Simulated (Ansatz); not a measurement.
# Be2ZnSe3 (Be on 67 % of the Zn sites, one arrangement): which shell does photoemission see at 21.2 and 100 eV? (PBE)

The valence band of Be2ZnSe3 (Be on 67 % of the Zn sites, one arrangement) mixes several shells. Work out by hand which one leads the spectrum's area at each photon energy.

Filled states come from the projected DOS of Ansatz 0.2.0 (PBE, plane waves); cross sections σ and asymmetry parameters β are those of free atoms in a Dirac–Hartree–Slater calculation. A shell's area is states × σ × angular factor, which is 1 − β·P₂(cos θ)/2 for unpolarised light, with θ = 54.7° from the beam and P₂ = 0.001.

**At 21.2 eV** (states counted from 11.2 eV below the zero; other shells add 1.6 to the products' sum of 73):

| shell | filled states a cell | cross section (Mb an electron) | β | angular factor | product | share by hand (%) | share in the simulated spectrum (%) |
| --- | --- | --- | --- | --- | --- | --- | --- |
| Se 4p | 31.14 | 2.04 | 1.83 | 1.00 | 63.5 | 87 | 87 |
| Zn 3d | 19.81 | 0.394 | 0.01 | 1.00 | 7.81 | 11 | 11 |

**At 100 eV** (states counted from 15.8 eV below the zero; other shells add 0.89 to the products' sum of 17.3):

| shell | filled states a cell | cross section (Mb an electron) | β | angular factor | product | share by hand (%) | share in the simulated spectrum (%) |
| --- | --- | --- | --- | --- | --- | --- | --- |
| Se 4p | 31.30 | 0.0268 | 0.33 | 1.00 | 0.84 | 5 | 5 |
| Zn 3d | 19.96 | 0.781 | 0.57 | 1.00 | 15.6 | 90 | 90 |

Se 4p leads at 21.2 eV and Zn 3d at 100 eV. Between the two energies σ of Se 4p changes by a factor 0.013 and that of Zn 3d by 2.0, so their ratio moves 151-fold in favour of the second. The simulated spectrum uses the same rule on the energy-resolved DOS, so the two share columns agree within a few points.

Only crystals where the two columns agree within 4 points and the lead is clear are worked in this form. Free-atom cross sections ignore the solid's final states, no escape depth or background enters, and the count of states a shell hangs on the projection.
